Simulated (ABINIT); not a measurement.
An input for ABINIT 10.8.3 (MoS2 (P6_3/mmc)):

```
acell 3*1.0 Angstrom
rprim 
  3.169000000004 -0.000000000001 0.000000000000
  -1.584500000001 2.744434504597 0.000000000000
  0.000000000000 0.000000000000 12.324000000000
ntypat 2
znucl 42 16
natom 6
typat 1 1 2 2 2 2
xred 
  0.333333333333 0.666666666667 0.250000000000
  0.666666666667 0.333333333333 0.750000000000
  0.333333333333 0.666666666667 0.623000000000
  0.666666666667 0.333333333333 0.123000000000
  0.333333333333 0.666666666667 0.877000000000
  0.666666666667 0.333333333333 0.377000000000
pp_dirpath "pseudos"
pseudos "Mo.upf, S.upf"
ecut 36
ngkpt 6 6 1
nshiftk 1
shiftk 0 0 0
kptopt 1
chksymbreak 0
istwfk *1
occopt 1
irdwfk 1
optdriver 99
bs_calctype 1
mbpt_sciss 0.300 eV
bs_loband 19
nband 34
bs_exchange_term 0
bs_coulomb_term 11
bs_coupling 0
bs_algorithm 1
bs_freq_mesh 0 6 0.05 eV
zcut 0.15 eV
ecuteps 4
ecutwfn 18
inclvkb 2
irdscr 1
indata_prefix "in"
outdata_prefix "out"
tmpdata_prefix "tmp"
```

The database entry behind the starting cell differs from later determinations by our own check (about 0.3 % long), so it need not match the best structure at ambient conditions.

```sh
OMP_NUM_THREADS=1 mpirun -n 8 abinit run.abi > log
```

Q: Estimate wall time and host memory on 8 MPI ranks of Intel Xeon at 2.80GHz (Skylake/Cascade Lake), shared host.

It took 2.3 min; on shared hardware allow 68 s to 4.5 min. Peak host memory was 1.1 GiB.

The kernel grows as the square of the matrix size, and full diagonalisation as its cube.

[Paths, hosts, dates, memory and timing lines, banners, echoed tables and standing remarks are left out of the program output.]

[Logs are printed without paths, hosts, clocks, repeated set-up lines and the standing remarks that a program may print on its own settings, such as how far it seeks lower states.]

[Runs of the session that timed out or met a known fault of the program may be left out.]

[Hosts, paths, dates, database ids (printed as entryN), source tags and the programs' standing remarks are cut or masked in the printed files.]

[G0W0 gaps are taken among the corrected bands and points alone; a level outside them can change the order at an edge.]

[Where Ansatz stands beside ABINIT at settings called matched, ABINIT's density can come from a denser mesh and the files from another edition; pairs whose starting gaps differed by over 0.03 eV were left out, so agreement reads better than it is.]
